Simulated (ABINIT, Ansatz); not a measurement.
# Na3OBr (Pm-3m): G0W0 on several meshes in ABINIT, part 2 of 2

How does the mesh move the gap of Na3OBr (Pm-3m)?

ABINIT 10.8.3; PBEsol and many-body steps on it, plane waves. Known limits of the many-body steps: not at the basis limit; no spin-orbit coupling; coarse k mesh.

So far. Step 4 (2×2×2): The gap on the mesh goes from 1.96 eV to 3.26 eV, a correction of +1.30 eV. Step 5 (Empty states on the mesh, 4×4×4 mesh, 89 bands): On this mesh the gap is 1.960 eV.

### 6. Screening, 4×4×4 mesh, 81 bands, screening to 114.3 eV

This step: RPA screening on PBEsol, plane waves, norm-conserving pseudopotentials.

The input, run.abi:

```
acell 3*1.0 Angstrom
rprim 
  4.533130000000 0.000000000000 0.000000000000
  0.000000000000 4.533130000000 0.000000000000
  0.000000000000 0.000000000000 4.533130000000
ntypat 3
znucl 11 35 8
natom 5
typat 1 1 1 2 3
xred 
  0.000000000000 0.500000000000 0.500000000000
  0.500000000000 0.000000000000 0.500000000000
  0.500000000000 0.500000000000 0.000000000000
  0.000000000000 0.000000000000 0.000000000000
  0.500000000000 0.500000000000 0.500000000000
pp_dirpath "pseudos"
pseudos "Na.upf, Br.upf, O.upf"
ecut 38
ngkpt 4 4 4
nshiftk 1
shiftk 0 0 0
kptopt 1
chksymbreak 0
istwfk *1
occopt 1
irdwfk 1
optdriver 3
nband 81
ecuteps 4.2
inclvkb 2
awtr 1
symchi 1
indata_prefix "in"
outdata_prefix "out"
tmpdata_prefix "tmp"
```

Launch:

```
OMP_NUM_THREADS=1 mpirun -n 4 abinit run.abi > log
```

Numbers of over 12 decimals in the logs are rounded to 6 here.

Log:

```text
.Version 10.8.3 of ABINIT. v10.8.2 released Aug 2026.

 Symmetries : space group Pm -3 m (#221); Bravais cP (primitive cubic)
[... echo of the input left out ...]
== DATASET  1 ==================================================================
-   mpi_nproc: 4, omp_nthreads: 1 (-1 if OMP is not activated)

--- !DatasetInfo
iteration_state: {dtset: 1, }
dimensions: {natom: 5, nkpt: 10, mband: 81, nsppol: 1, nspinor: 1, nspden: 1, mpw: 7088, }
cutoff_energies: {ecut:  38.0, pawecutdg:  -1.0, }
electrons: {nelect:   4.00000000E+01, charge:   0.00000000E+00, occopt:   1.00000000E+00, tsmear:   1.00000000E-02, }

 SCREENING: Calculation of the susceptibility and dielectric matrices

 Based on a program developped by R.W. Godby, V. Olevano, G. Onida, and L. Reining.
 Incorporated in ABINIT by V. Olevano, G.-M. Rignanese, and M. Torrent.
.Using double precision arithmetic ; gwpc =  8

[... cell and pseudopotentials left out ...]
--------------------------------------------------------------------------------

 ==== K-mesh for the wavefunctions ====
 Number of points in the irreducible wedge :    10
[... list of points left out ...]
 Together with 48 symmetry operations and time-reversal symmetry
 yields    64 points in the full Brillouin Zone.

 ==== Q-mesh for the screening function ====
 Number of points in the irreducible wedge :    10
[... list of points left out ...]
 Together with 48 symmetry operations and time-reversal symmetry
 yields    64 points in the full Brillouin Zone.

 setmesh: FFT mesh size selected  =    32x   32x   32
          total number of points  =        32768

 vcoul_init : cutoff-mode = AUXILIARY_FUNCTION
 q-points for optical limit:   1
     1)      0.000010    0.000020    0.000030

- screening: taking advantage of time-reversal symmetry
- Maximum band index for partially occupied states nbvw = 20
- Remaining bands to be divided among processors   nbcw = 61
- Number of bands treated by each node ~15

 Number of electrons calculated from density =   40.0000; Expected =   40.0000
 average of density, n =  0.063631
 r_s =    1.5539
 omega_plasma =   24.3327 [eV]

 calculating chi0 at frequencies [eV] :
  1    0.000000E+00    0.000000E+00
  2    0.000000E+00    2.433268E+01

--------------------------------------------------------------------------------
  q-point number  1        q = ( 0.000000, 0.000000, 0.000000) [r.l.u.]
--------------------------------------------------------------------------------
[... chi0 elements left out ...]
 For q-point:  0.000010 0.000020 0.000030
  dielectric constant =   3.0938
  dielectric constant without local fields =   3.4977

  Average fulfillment of the sum rule on Im[epsilon] for q-point    1 :     35.37  [%]
[... wings left out ...]
  q-point number  2        q = ( 0.250000, 0.000000, 0.000000) [r.l.u.]
--------------------------------------------------------------------------------
[... chi0 elements left out ...]
  Average fulfillment of the sum rule on Im[epsilon] for q-point    2 :     45.18  [%]

 [... 8 further q-points ...]
```

It took 57 s on 4 MPI ranks of Arm Neoverse V1, shared host; peak memory 1.4 GiB.

Numbers from this step:

```
ε∞ with local fields, on this mesh, along the program's q direction : 3.094
the same without local fields                                       : 3.498
plasma frequency                                                    : 24.33 eV
plane waves in the screening matrix                                 : 251
```

### 7. 4×4×4

This step: G0W0 on PBEsol, plane waves, norm-conserving pseudopotentials.

Edit run.abi of step 6 so:

```diff
@@ -26,8 +26,15 @@
 irdwfk 1
-optdriver 3
+optdriver 4
 nband 81
+gwcalctyp 0
+ecutsigx 38
+symsigma 1
+nkptgw 1
+kptgw 
+  0.0000000000 0.0000000000 0.0000000000
+bdgw 
+  18 23
 ecuteps 4.2
-inclvkb 2
-awtr 1
-symchi 1
+irdscr 1
+ppmodel 1
 indata_prefix "in"
```

Log:

```text
.Version 10.8.3 of ABINIT. v10.8.2 released Aug 2026.

 Symmetries : space group Pm -3 m (#221); Bravais cP (primitive cubic)
[... echo of the input left out ...]
== DATASET  1 ==================================================================
-   mpi_nproc: 4, omp_nthreads: 1 (-1 if OMP is not activated)

--- !DatasetInfo
iteration_state: {dtset: 1, }
dimensions: {natom: 5, nkpt: 10, mband: 81, nsppol: 1, nspinor: 1, nspden: 1, mpw: 7088, }
cutoff_energies: {ecut:  38.0, pawecutdg:  -1.0, }
electrons: {nelect:   4.00000000E+01, charge:   0.00000000E+00, occopt:   1.00000000E+00, tsmear:   1.00000000E-02, }

 SIGMA: Calculation of the GW corrections

 Based on a program developped by R.W. Godby, V. Olevano, G. Onida, and L. Reining.
 Incorporated in ABINIT by V. Olevano, G.-M. Rignanese, and M. Torrent.
.Using double precision arithmetic ; gwpc =  8

[... cell and pseudopotentials left out ...]
--------------------------------------------------------------------------------

 ==== K-mesh for the wavefunctions ====
 Number of points in the irreducible wedge :    10
[... list of points left out ...]
 Together with 48 symmetry operations and time-reversal symmetry
 yields    64 points in the full Brillouin Zone.

 ==== Q-mesh for screening function ====
 Number of points in the irreducible wedge :    10
[... list of points left out ...]
 Together with 48 symmetry operations and time-reversal symmetry
 yields    64 points in the full Brillouin Zone.

 vcoul_init : cutoff-mode = AUXILIARY_FUNCTION
 q-points for optical limit:   1
     1)      0.000010    0.000020    0.000030
 setmesh: FFT mesh size selected  =    48x   48x   48
          total number of points  =       110592

 Number of electrons calculated from density =   40.0000; Expected =   40.0000
[...]
number of k-points in BZ                           64
 number of q-points in BZ                           64
 number of frequencies for dSigma/dE                 9
 frequency step for dSigma/dE [eV]                0.25
 number of omega for Sigma on real axis              0
 max omega for Sigma on real axis  [eV]           0.00
 zcut for avoiding poles [eV]                     0.10

 EPSILON^-1 parameters (SCR file):
 dimension of the eps^-1 matrix on file            251
 dimension of the eps^-1 matrix used               251
 number of plane-waves for wavefunctions          7075
 number of bands                                    81
 number of q-points in IBZ                          10
 number of frequencies                               2
 number of real frequencies                          1
 number of imag frequencies                          1

 matrix elements of self-energy operator (all in [eV])

 Perturbative Calculation

--- !SelfEnergy_ee
iteration_state: {dtset: 1, }
kpoint     : [   0.000,    0.000,    0.000, ]
spin       : 1
KS_gap     :    1.960
QP_gap     :    3.569
Delta_QP_KS:    1.609
data: !SigmaeeData |
     Band     E0 <VxcDFT>   SigX SigC(E0)      Z dSigC/dE  Sig(E)    E-E0       E
       18   1.551 -17.841 -23.273   4.457   0.750  -0.334 -18.572  -0.731   0.820
       19   1.551 -17.841 -23.273   4.457   0.750  -0.334 -18.572  -0.731   0.820
       20   1.551 -17.841 -23.273   4.457   0.750  -0.334 -18.572  -0.731   0.820
       21   3.511  -8.426  -4.682  -2.706   0.846  -0.182  -7.548   0.878   4.389
       22   6.438  -7.222  -3.104  -3.040   0.847  -0.181  -6.309   0.913   7.351
       23   6.438  -7.222  -3.104  -3.040   0.847  -0.181  -6.309   0.913   7.351

== END DATASET(S) ==============================================================
================================================================================

 -outvars: echo values of variables after computation  --------
           etotal      0.0000000000E+00
            nband          81
             nkpt          10
          spgroup         221
 [... the other variables as echoed above ...]

 Calculation completed.
```

Wall time 7.8 s (4 MPI ranks); peak memory 1.1 GiB; 31 s of CPU time.

Numbers from this step:

```yaml
g0w0_gap_on_the_points_computed: 3.569 eV
starting_gap_on_the_mesh: 1.960 eV
k_of_the_valence_top: 0, 0, 0
k_of_the_conduction_bottom: 0, 0, 0
z_at_the_valence_top: 0.75
z_at_the_conduction_bottom: 0.846
least_direct_g0w0_gap_on_the_computed_points: 3.569 eV
```

Against G0W0 in ABINIT (2×2×2 mesh, 81 bands, screening to 114.3 eV, Godby-Needs plasmon pole), the gap moves by +0.309 eV.

### 8. Side by side

Times are wall times on 4 MPI ranks of Arm Neoverse V1, shared host, good to a factor of about two. A run's time includes the screening step that it read.

| run | mesh | bands | screening cutoff (eV) | DFT gap (eV) | gap on the mesh (eV) | direct (eV) | ε∞ used | time |
| --- | --- | --- | --- | --- | --- | --- | --- | --- |
| 2×2×2 | 2×2×2 | 81 | 114.3 | 1.960 | 3.260 | 3.260 | 4.37 | 15 s |
| 4×4×4 | 4×4×4 | 81 | 114.3 | 1.960 | 3.569 | 3.569 | 3.09 | 65 s |

### 9. Summary of results

| Property | Result |
| --- | --- |
| 2×2×2 | 3.260 eV |
| 4×4×4 | 3.569 eV |
| known limits | not at the basis limit; no spin-orbit coupling; coarse k mesh |

**Reading.** 4×4×4: +0.309 eV against 2×2×2. Bands and cutoff are finite, so the gap is not at the basis limit. The miss can reach some tenths of an eV and take either sign; the mesh is an error of its own. In the first G0W0 run levels were corrected at 1 k point alone, so a gap called «on the mesh» is the least over those, and an edge elsewhere would be missed. The 2×2×2 mesh is coarse for this cell, which bears on the long-range parts of exchange and screening. The many-body steps are scalar-relativistic: spin-orbit coupling is not in them.

[Paths, hosts, dates, memory and timing lines, banners, echoed tables and standing remarks are left out of the program output.]

[Logs are printed without paths, hosts, clocks, repeated set-up lines and the standing remarks that a program may print on its own settings, such as how far it seeks lower states.]

[Runs of the session that timed out or met a known fault of the program may be left out.]

[No measured gap is set beside runs whose start may be inverted or whose files or cutoffs have a known fault.]

[Hosts, paths, dates, database ids (printed as entryN), source tags and the programs' standing remarks are cut or masked in the printed files.]

[G0W0 gaps are taken among the corrected bands and points alone; a level outside them can change the order at an edge.]

[Where Ansatz stands beside ABINIT at settings called matched, ABINIT's density can come from a denser mesh and the files from another edition; pairs whose starting gaps differed by over 0.03 eV were left out, so agreement reads better than it is.]
